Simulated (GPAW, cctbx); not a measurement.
# Bonding in Na2SrNbSb as X-rays see it

Aim: compute the bonding part of the density of Na2SrNbSb, find which reflections carry it, and see how it biases an ordinary refinement.

The start was made by putting kin elements into a known structure type; the compound need not exist, or be stable, in this form. All numbers below are calculated.

### 1. Relax the structure

The density hangs on the geometry, so cell and atoms are relaxed first, with the symmetry held. The cutoff is set higher than for the density because stress converges slowly with plane waves.

Settings: GPAW 26.7.0, PBE, 570 eV, 4×4×2 k-points (along the axes of the calculation cell), Fermi–Dirac width 0.1 eV, BFGS to 0.03 eV/Å.

```text
cell
1.0
     4.900000000    0.000000000    0.000000000
     0.000000000    4.900000000    0.000000000
     0.000000000    0.000000000   11.824000000
Sb Nb Sr Na
2 2 2 4
Direct
0.000000000 0.000000000 0.500000000
0.500000000 0.500000000 0.500000000
0.500000000 0.000000000 0.871800000
0.000000000 0.500000000 0.128200000
0.000000000 0.500000000 0.760900000
0.500000000 0.000000000 0.239100000
0.500000000 0.500000000 0.000000000
0.000000000 0.500000000 0.366900000
0.000000000 0.000000000 0.000000000
0.500000000 0.000000000 0.633100000
```

```console
$ OMP_NUM_THREADS=1 mpirun -n 4 gpaw python run.py > gpaw.log
```

```text
BFGS:    0      -29.187852        0.712183
BFGS:    1      -29.207537        0.690769
BFGS:    2      -29.428012        0.379399
BFGS:    3      -29.529175        0.182504
...
BFGS:   33      -30.537348        0.057122
BFGS:   34      -30.541618        0.048594
BFGS:   35      -30.544424        0.028874
cell  5.5055 5.5055 10.4884  90.00 90.00 90.00
volume 317.911 A^3, largest force 0.027 eV/A, largest stress 0.15 GPa
```

The cell moved far, while the k-mesh and basis were chosen for the start, so the final shape may be somewhat biased.

After 35 steps the volume has changed by +12.0 % and the energy by -1.357 eV; the largest stress left is 0.15 GPa. It took 31 min on 4 cores of Arm Neoverse V1 (shared host), peak memory 2.4 GiB.

Relaxed structure: P4/nmm (no. 129, origin choice 1), a = 5.5055 Å, b = 5.5055 Å, c = 10.4884 Å, α = 90.00°, β = 90.00°, γ = 90.00°.

```
atom  mult.    x    y       z
 Sb1      2    0    0     1/2
 Nb1      2  1/2    0  0.9656
 Sr1      2    0  1/2  0.7154
 Na1      2  1/2  1/2       0
 Na2      2    0  1/2  0.3412
```

### 2. The all-electron density

X-rays see the whole electron density, so the PAW density is rebuilt with its core regions. Subtracting spherical free atoms from the same code cancels the cores and leaves the deformation density Δρ, the part due to bonding.

Settings: PBE, 450 eV, 4×4×3 k-points (along the axes of the calculation cell), Fermi–Dirac width 0.1 eV; primitive cell of 10 atoms.

```console
$ OMP_NUM_THREADS=1 mpirun -n 4 gpaw python run.py > gpaw.log
```

```text
|iter:   1|       0s |  -31.947856 | +0.24 |       |
|iter:   2|       3s |  -31.550840 | -0.81 | -1.22 |
|iter:   3|       6s |  -31.424852 | -1.19 | -1.30 |
...
|iter:  10|      28s |  -30.212114c| -5.97 | -4.04c|
|iter:  11|      31s |  -30.212135c| -6.90 | -4.53c|
|iter:  12|      34s |  -30.212143c| -7.48c| -5.02c|
```

```text
grid (54, 54, 108)  electrons 304.000  moved by bonding 1.884 e
deformation density beyond 0.5 A of the nuclei: max 0.122, min -0.161 e/A^3
atom        x       y       z   Voronoi charge  moment
Sb1    0.0000  0.0000  0.5000     -0.225       0.00
Sb2    0.5000  0.5000  0.5000     -0.225       0.00
Nb3    0.5000  0.0000  0.9655      0.022       0.00
Nb4    0.0000  0.5000  0.0345      0.022       0.00
Sr5    0.0000  0.5000  0.7153      0.203       0.00
Sr6    0.5000  0.0000  0.2847      0.203       0.00
Na7    0.5000  0.5000  0.0000     -0.156       0.00
Na8    0.0000  0.5000  0.3412      0.156       0.00
Na9    0.0000  0.0000  0.0000     -0.156       0.00
Na10   0.5000  0.0000  0.6588      0.156       0.00
mean inner potential of superposed free atoms 13.046 V
total magnetic moment 0.000 muB
```

Deformation density in a plane through the shortest contact of the Nb atom at the origin, in 0.01 e/Å³ (clipped at ±99); x from -1.6 to 4.4 Å, y from 2.4 down to -2.4 Å:

```text
  0  -1  -1   0   0   0   0   0  -1  -1  -1  -1   0  -1  -1  -2
  0   1   1   1   1   1   1   0   0  -1  -1   0   0  -1  -1  -1
  1   1   2   2   3   2   2   1   1   0   0   0   0   0   0   0
  1   1   2   2   3   3   2   2   1   1   0  -1  -1   0   1   1
  0   0  -3  -5   2   0  -1   1   1   0  -1  -2  -1   0   1   2
 -1  -3 -11 -15   . -10 -10  -2   0  -1  -2   .  -2  -1   1   1
 -1  -5 -13   .   .   . -13  -5  -1  -1   .   .   .  -1   0  -1
  0  -3  -9  -5   .  -9 -11  -4  -1  -1  -2   .  -2  -1  -1  -6
  0  -1  -3   1   5  -4  -5  -2   0  -1  -1  -2  -1   0  -1  -7
  0   0   1   2   3   0  -1   0   0   0  -1  -1   0   0  -1  -4
  0   0   1   2   2   1   0   0   0   0   0   0   0   0   0  -1
  0   0   0   0   0   0   0   0   0   0   0   0   0   0   0   0
 -1  -1  -1  -1  -1  -1  -1   0   0   0   0   0   0   0   0   0
```

Atoms in or within 0.15 Å of the plane: Nb (0.0, 0.0), Na (2.8, 0.0) Å. Dots mark points within about 0.45 Å of a nucleus; large values next to them are atomic features.

Sb gains most (-0.23 e) and Sr loses most (+0.20 e), in averages over each element's sites; Sb is the most electronegative element, but the order of the others doesn't follow electronegativity. Such charges fall far short of formal ones, since overlapping free atoms already put density on their neighbours. Along the shortest contact from the Nb atom at the map's origin, Nb–Na at 2.78 Å, Δρ is -0.02 e/Å³ at the midpoint: little piles up between the atoms. At the midpoints of other shortest contacts it is +0.01 (Sb–Na, 3.22 Å) and +0.02 (Nb–Sr, 3.35 Å) e/Å³. Point values carry grid noise of about 0.01 e/Å³. The run needed 12 iterations, 46 s.

### 3. Structure factors

The Fourier components of Δρ, added to those of the free atoms, give the static X-ray structure factors; the Mott–Bethe relation turns them into the Fourier components V of the potential that fast electrons feel.

```text
static structure factors of the conventional cell: F in electrons, V (Mott-Bethe) in volts
   h  k  l      d  |F| table  |F| free   |F| DFT   change   |V| free  |V| DFT  change %
   0  0  1 10.4884    27.974    28.020    27.953   -0.067     0.375    0.481     28.1
   0  0  2  5.2442   112.503   112.330   112.965    0.635     3.223    2.971     -7.8
   1  0  1  4.8747    34.604    34.746    34.947    0.201     1.152    1.083     -6.0
   1  1  0  3.8930    47.481    47.512    47.155   -0.356     1.855    1.933      4.2
   1  0  2  3.7972    41.021    41.040    40.824   -0.217     1.117    1.162      4.0
   1  1  1  3.6497   116.789   116.774   116.825    0.051     2.875    2.865     -0.3
   0  0  3  3.4961    42.901    42.876    42.630   -0.246     1.829    1.872      2.4
   1  1  2  3.1258   107.107   107.152   107.402    0.250     2.872    2.837     -1.2
   1  0  3  2.9513    93.276    93.261    92.853   -0.408     2.503    2.554      2.0
   2  0  0  2.7527   246.541   246.428   245.918   -0.510     6.290    6.346      0.9
   2  0  1  2.6626    24.492    24.573    25.103    0.530     0.376    0.322    -14.4
   0  0  4  2.6221   170.421   170.388   169.428   -0.959     4.082    4.177      2.3
   1  1  3  2.6012   171.600   171.580   171.134   -0.446     4.065    4.109      1.1
   2  0  2  2.4374    95.196    95.164    94.352   -0.812     2.167    2.236      3.2
```

The largest X-ray change is -0.96 e on 004, 0.6 % of |F|. For electrons V goes as (Z − F)/g², so a change of F counts against Z − F, which is small at low angle and wherever the atoms' terms cancel: |V| of 001 moves by +28.1 % (0.38 to 0.48 V) against -0.2 % in |F|. The last three rows still change by up to 0.96 e; the table stops while the angles are still low. The tabulated Hartree–Fock atoms differ from the free DFT atoms by up to 0.17 e, so the choice of reference atom matters too.

### 4. The functional ladder

The same geometry is run with other functionals, to see whether the bonding signal is larger than the spread between approximations. Free atoms are LDA for LDA and PBE otherwise; meta-GGAs and hybrids keep PBE cores. Any other changed setting is in the row's label.

```csv
run,ΔF 004 (e),ΔF 002 (e),ΔF 201 (e),q(Sb) (e),moved (e),time
PBE,-0.959,+0.635,+0.530,-0.225,1.884,46 s
LDA,-0.902,+0.659,+0.501,-0.221,1.793,45 s
SCAN,-1.089,+0.670,+0.555,-0.267,2.217,2.6 min
```

At the base's settings ΔF(004) spans -1.089 to -0.902 e, a spread of 19 % of the PBE value; over the three listed reflections the spread is at most 19 %, so sign and size hold across the functionals. Times are from shared hosts.

### 5. Refining ordinary atoms against data with bonding

Routine crystallography fits spherical atoms. To see the bias, intensities are simulated from tabulated atoms plus the DFT change ΔF, so that bonding alone can misfit (20520 reflections of the full sphere, merged to the counts below, to 0.4 Å, 1 % proportional noise plus counting noise, assumed isotropic U as listed, Δρ smeared by the mean U) and refined with cctbx over different ranges.

```csv
range,data,R1,GooF,U Sb1 (true 0.0056),U Nb1 (true 0.0061),U Sr1 (true 0.0063),U Na1 (true 0.0094),largest shift (Å),"Δρ max, min (e/Å³)"
all data,1553,0.0053,0.97,0.0056,0.0061,0.0063,0.0094,0.0001,"0.42, -0.35"
"low resolution, d > 0.84",203,0.0035,1.07,0.0056,0.0061,0.0063,0.0093,0.0013,"0.14, -0.16"
"high order, d < 0.75",1280,0.0063,0.96,0.0056,0.0061,0.0063,0.0094,0.0004,"0.38, -0.31"
"occupancies free, d > 0.7",322,0.0036,1.02,0.0056,0.0061,0.0063,0.0093,0.0002,"0.14, -0.18"
```

With all data GooF is 0.97, so at this noise the bonding hardly shows; the top residual peak lies 0.79 Å from Na and 2.79 Å from Nb. No U is off by more than 3 s.u. at low resolution. With Sb1 held at 1 and the scale free, the other occupancies refine to Nb1 1.000(0.001), Sr1 1.000(0.001), Na1 1.000(0.004) and Na2 0.996(0.003), within three s.u. of full.

### 6. Answer

Bonding moves 1.88 e in the primitive cell of Na2SrNbSb and changes the structure factors of the conventional cell in the table above by at most 0.96 e (004, 0.6 %), and among reflections above 2 % of the strongest by up to 2.2 % (201). The shortest bond, Nb–Na, has Δρ = -0.02 e/Å³ at its midpoint. At the base's settings ΔF(004) spans -1.089 to -0.902 e, a spread of 19 % of the PBE value; over the three listed reflections the spread is at most 19 %, so sign and size hold across the functionals. With all data GooF is 0.97, so at this noise the bonding hardly shows. Limits: static density, frozen cores, no spin–orbit coupling.

[Outputs are excerpts: Python notices, other lines and further rows are left out; steps that failed or that the build refused (PBEsol, TPSS) are not shown.]

[Logs are printed without paths, hosts, clocks, repeated set-up lines and the standing remarks that a program may print on its own settings, such as how far it seeks lower states.]
